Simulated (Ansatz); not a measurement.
# Ba on Ir(111): change of the work function, part 5 of 5

How does Ba on the fcc site change the work function of Ir(111) as the layer fills?

Ansatz 0.2.0; plane-wave DFT, PBEsol, Ansatz PAW.

So far, work function, upper face (eV): step 2 (the clean slab) 5.60; step 3 (the covered slab, k-mesh 5×5×1, coverage 0.111 ML) 2.09; step 4 (the covered slab, k-mesh 7×7×1, coverage 0.25 ML) 1.92; step 6 (the slab at 0.25 ML, atoms frozen) 1.92; step 7 (the substrate of the 0.25 ML cell alone) 5.63.

## (11) The same run with other settings: scf.occupations.width = 0.005

System of this step: Ir(111). The cell holds 4 atoms: 4 Ir. Its edges and angles: a = 2.715 Å, b = 2.715 Å, c = 24.651 Å, α = 90.0°, β = 90.0°, γ = 60.0°. Vacuum lies along c.

Another changed input: it repeats the earlier run at 0 ML with scf.occupations.width from 0.1 to 0.005.

Contents of input.yaml:

```yaml
crystal:
  lattice:
    - [2.7152900398, 0.0, 0.0]
    - [1.3576450199, 2.3515101531, 0.0]
    - [0.0, 0.0, 24.6510751011]
  atoms:
    - { symbol: Ir, position: [0.0, 0.0, 0.3650956383] }
    - { symbol: Ir, position: [0.3333333333, 0.3333333333, 0.4550318794] }
    - { symbol: Ir, position: [0.6666666667, 0.6666666667, 0.5449681206] }
    - { symbol: Ir, position: [0.0, 0.0, 0.6349043617] }
kpoints:
  mp_grid: { grid: [13, 13, 1] }
hamiltonian:
  xc: pbesol
scf:
  occupations: { method: fermi_dirac, width: 0.005 }
  convergence: { dr2_threshold: 1.0e-08 }
efield:
  axis: 3
  dipole_correction: true
  ramp_position: 0.97
  ramp_width: 0.06
relax:
  f_tol: 0.02
  max_steps: 60
  constraints: [{ sites: [0, 1] }]
output:
  write_potential: true
  write_density: true
  volumetric_format: npy
```

Command:

```
$ ansatz run input.yaml --threads 4 --pin off --max-ram 12288MiB --backend cpu --events-out ev --progress --plain --runs-dir out
```

Numbers of over 12 decimals in the logs are rounded to 6 here.

The log of the run:

```text
[...]
Crystal: 4 atoms, lattice volume = 157.398 Å³
Basis set: ecut = 420 eV, 3101 PW (Γ), exchange–correlation on 40×40×360 points (8 copies of the dense FFT grid, shifted against one another)
Bands: 41, of which v1, the nominal top of the filled ones, is band 34 counted from 1 (33 counted from 0)
Symmetry: 6 space group operations
k-points: 21 of 169 (time reversal used)
[...]
SCF iter   1: F=—  HF=-47193.991417 eV  |F-HF|=—  |Δ(HF+E_count)|=         —  Δρ=8.32e-3  dr2=5.01e-1  ethr=1.77e-3  p=0.000 e·Å  D=9.34e-15 V/Å  ΔV_dip=-0.00 eV  dr2_dipole=1.13e-7  V_vac-E_F(+/−)=5.33/5.33 eV  ⟨swp⟩=9.5  Hψ=4093  notcnv=0
[...]
SCF iter  10: F=-47193.966340 eV  HF=-47193.966340 eV  |F-HF|=2.17e-9  |Δ(HF+E_count)|=   6.17e-8  Δρ=1.18e-6  dr2=3.44e-9  ethr=1.47e-11  p=0.000 e·Å  D=6.95e-8 V/Å  ΔV_dip=-0.00 eV  dr2_dipole=3.09e-11  V_vac-E_F(+/−)=5.65/5.65 eV  ⟨swp⟩=10.9  Hψ=6198  notcnv=0
SCF 1 converged in 10 iterations: F = -47193.966340 eV  dr2 = 3.44e-9
[...]
relax step   1: F+E_penalty+E_count = -47193.96633954 eV  Δ(F+E_penalty+E_count) = +0.000e0 eV  max|allowed force component| = 6.069e-1 eV/Å  Δτ_max = 0.0000 Å  (10 SCF iters, accepted)
[...]
SCF iter  14: F=-47193.949539 eV  HF=-47193.949539 eV  |F-HF|=5.69e-9  |Δ(HF+E_count)|=   1.47e-8  Δρ=8.77e-7  dr2=2.53e-9  ethr=1.47e-11  p=0.002 e·Å  D=2.76e-3 V/Å  ΔV_dip=-0.07 eV  dr2_dipole=3.47e-11  V_vac-E_F(+/−)=5.60/5.66 eV  ⟨swp⟩=10.2  Hψ=6030  notcnv=0
SCF 2 converged in 14 iterations: F = -47193.949539 eV  dr2 = 2.53e-9
relax step   2: F+E_penalty+E_count = -47193.94953898 eV  Δ(F+E_penalty+E_count) = +1.680e-2 eV  max|allowed force component| = 9.718e-1 eV/Å  Δτ_max = 0.1940 Å  (14 SCF iters, rejected (line search))
[...]
SCF iter  14: F=-47193.991667 eV  HF=-47193.991667 eV  |F-HF|=8.29e-10  |Δ(HF+E_count)|=   2.14e-8  Δρ=9.86e-7  dr2=6.93e-9  ethr=6.95e-12  p=0.001 e·Å  D=1.44e-3 V/Å  ΔV_dip=-0.04 eV  dr2_dipole=3.94e-10  V_vac-E_F(+/−)=5.62/5.66 eV  ⟨swp⟩=10.1  Hψ=5736  notcnv=0
SCF 3 converged in 14 iterations: F = -47193.991667 eV  dr2 = 6.93e-9
relax step   3: F+E_penalty+E_count = -47193.99166706 eV  Δ(F+E_penalty+E_count) = -2.533e-2 eV  max|allowed force component| = 7.171e-2 eV/Å  Δτ_max = 0.0946 Å  (14 SCF iters, accepted)
SCF iter   1: F=—  HF=-47193.991967 eV  |F-HF|=—  |Δ(HF+E_count)|=         —  Δρ=3.96e-4  dr2=2.46e-3  ethr=2.22e-5  p=0.001 e·Å  D=1.44e-3 V/Å  ΔV_dip=-0.04 eV  dr2_dipole=9.58e-4  V_vac-E_F(+/−)=5.62/5.66 eV  ⟨swp⟩=3.3  Hψ=1529  notcnv=0  defer=21
[...]
SCF iter   9: F=-47193.991882 eV  HF=-47193.991882 eV  |F-HF|=1.61e-8  |Δ(HF+E_count)|=   2.17e-9  Δρ=1.22e-6  dr2=4.69e-9  ethr=1.47e-11  p=0.001 e·Å  D=1.33e-3 V/Å  ΔV_dip=-0.03 eV  dr2_dipole=2.47e-10  V_vac-E_F(+/−)=5.62/5.65 eV  ⟨swp⟩=9.8  Hψ=6393  notcnv=0
SCF 4 converged in 9 iterations: F = -47193.991882 eV  dr2 = 4.69e-9
relax step   4: F+E_penalty+E_count = -47193.99188241 eV  Δ(F+E_penalty+E_count) = -2.153e-4 eV  max|allowed force component| = 1.724e-2 eV/Å  Δτ_max = 0.0056 Å  (9 SCF iters, accepted)
[...]
WARN: The input density's exchange-correlation potential varies sharply where the density is thin. Do not read a vacuum level from v_tot or v_xc, or from such a field of the output density. On a cell that repeats whose density bears no net charge and no dipole along the vacuum's axis use v_es (v_loc + v_h of the components); under efield.dipole_correction with no amplitude use v_es + v_field, which holds any external [...]
SCF converged after 9 iterations
Free energy (F): -47193.991882 eV
[...]
Internal energy: -47193.991163 eV  (E = F + TS)
E sigma→0 (E₀):  -47193.991523 eV
Entropy (-TS):   -0.000719 eV (-0.180 meV/atom)
Fermi energy:    5.575741 eV
Dipole field:    D = 0.001309 V/Å  (p = 0.001139 e·Å, saw-weighted, corrected)
Work function:   Φ+ = 5.6210 eV   Φ− = 5.6532 eV
[...]
--- Forces (eV/Å), atoms counted from 1 ---
  atom   1  Ir     0.00000000    -0.00000000     0.53306458
  atom   2  Ir    -0.00000000    -0.00000000    -0.52360985
  atom   3  Ir    -0.00000000     0.00000000    -0.01723800
  atom   4  Ir     0.00000000     0.00000000     0.00777708
  max |Σ_I F_I| component: 6.20e-6 eV/Å
--- Band table (eV; the first three rows and the last of 21) ---
  k-point 0: bands = [... 30 lower, 2.7135, 4.3660, 4.3660, 4.7323, 4.7323, 4.8839, 5.7201, 5.7201, ... 3 higher]
  k-point 1: bands = [... 30 lower, 2.8846, 4.1529, 4.2138, 4.3181, 4.7934, 4.7946, 5.1329, 5.7187, ... 3 higher]
  k-point 2: bands = [... 30 lower, 3.3642, 3.6017, 3.7837, 4.1193, 4.3449, 4.8320, 5.5831, 5.7150, ... 3 higher]
  k-point 20: bands = [... 30 lower, 4.2921, 4.3423, 5.3404, 5.9195, 6.0497, 6.2838, 10.4360, 11.5952, ... 3 higher]
--- Relaxed structure (4 steps of the walk, 3 accepted, 0 SCFs on fresh bases) ---
  F+E_penalty+E_count = -47193.99188241 eV   max|allowed force component| = 1.724e-2 eV/Å
  atoms:
    - { symbol: Ir, position: [0.0, 0.0, 0.365096] }
    - { symbol: Ir, position: [0.333333, 0.333333, 0.4550318794] }
    - { symbol: Ir, position: [0.666667, 0.666667, 0.543406] }
    - { symbol: Ir, position: [-4.2007866375951094e-18, 0, 0.631295] }
```

The job ended after 15 s (4 threads of Arm Neoverse V2, shared host; peak memory 0.46 GiB; 58 s of CPU time).

Step by step:

```
step  energy less that of the first step (eV)  largest force component (eV/Å)
   1                                   0.0000                          0.6069
   2                                   0.0168                          0.9718
   3                                  -0.0253                          0.0717
   4                                  -0.0255                          0.0172
```

Relaxation step 2 was tried and not accepted.

Forces are held to the 6 operations that the run works with; a distortion that breaks them can't arise in this run.

The atoms that moved most (Å):

```
atom     dx     dy      dz  length
 Ir4  0.000  0.000  -0.089   0.089
 Ir3  0.000  0.000  -0.038   0.038
```

The relaxed structure:

```cif
data_structure
_symmetry_space_group_name_H-M 'P 1'
_symmetry_Int_Tables_number 1
_cell_length_a 2.7153
_cell_length_b 2.7153
_cell_length_c 24.6511
_cell_angle_alpha 90.000
_cell_angle_beta 90.000
_cell_angle_gamma 60.000
_cell_volume 157.40
loop_
_atom_site_label
_atom_site_type_symbol
_atom_site_fract_x
_atom_site_fract_y
_atom_site_fract_z
_atom_site_occupancy
Ir1 Ir 0.00000 0.00000 0.36510 1
Ir2 Ir 0.33333 0.33333 0.45503 1
Ir3 Ir 0.66667 0.66667 0.54341 1
Ir4 Ir 0.00000 0.00000 0.63129 1
```

Numbers from this step:

```yaml
energy_at_zero_smearing: -47193.9915 eV
work_function_upper_face: 5.621 eV
work_function_lower_face: 5.653 eV
dipole_along_the_normal: 0.001139 e·Å
step_between_the_vacuum_levels: -0.03228 eV
```

```
                      quantity  this run  earlier run  difference
work function, upper face (eV)     5.621        5.599       0.022
work function, lower face (eV)     5.653        5.629       0.024
 dipole along the normal (e·Å)  0.001139     0.001045      9.4e-5
```

What moves beyond 0.01 in its unit (for the dipole 0.5 % and 5e-5 e·Å): work function, lower face (+0.0242 eV), work function, upper face (+0.0215 eV) and dipole along the normal (+9.41e-05 e·Å).

## (12) Outcome

```yaml
work_function_of_the_clean_face: 5.60 eV
work_function_at_0p11_ml: 2.09 eV
work_function_at_0p25_ml: 1.92 eV
dipole_per_adsorbate_at_0p11_ml_positive_end_outwards: 5.35 D
step_of_the_potential_from_the_moved_charge_at_0p25_ml_upper_less_lower_side_atoms_held: -3.70 eV
```

What this shows: Ba lowers the work function of Ir(111) at the lowest coverage, by 3.51 eV: the adsorbate layer has its positive end outwards. The slab has 4 layers, at the tabulated experimental lattice constant, one starting site was run, and quantum-size effects of a slab this thin can reach one or two tenths of an eV.

[Logs are printed without paths, hosts, clocks, repeated set-up lines and the standing remarks that a program may print on its own settings, such as how far it seeks lower states.]

[Hosts, paths, dates, database ids (printed as entryN), source tags and the programs' standing remarks are cut or masked in the printed files.]

[Maps of the electrostatic potential energy from Ansatz leave out the sawtooth potential of an applied field or a dipole correction, so their vacuum need not be flat; planar profiles and work functions include it.]
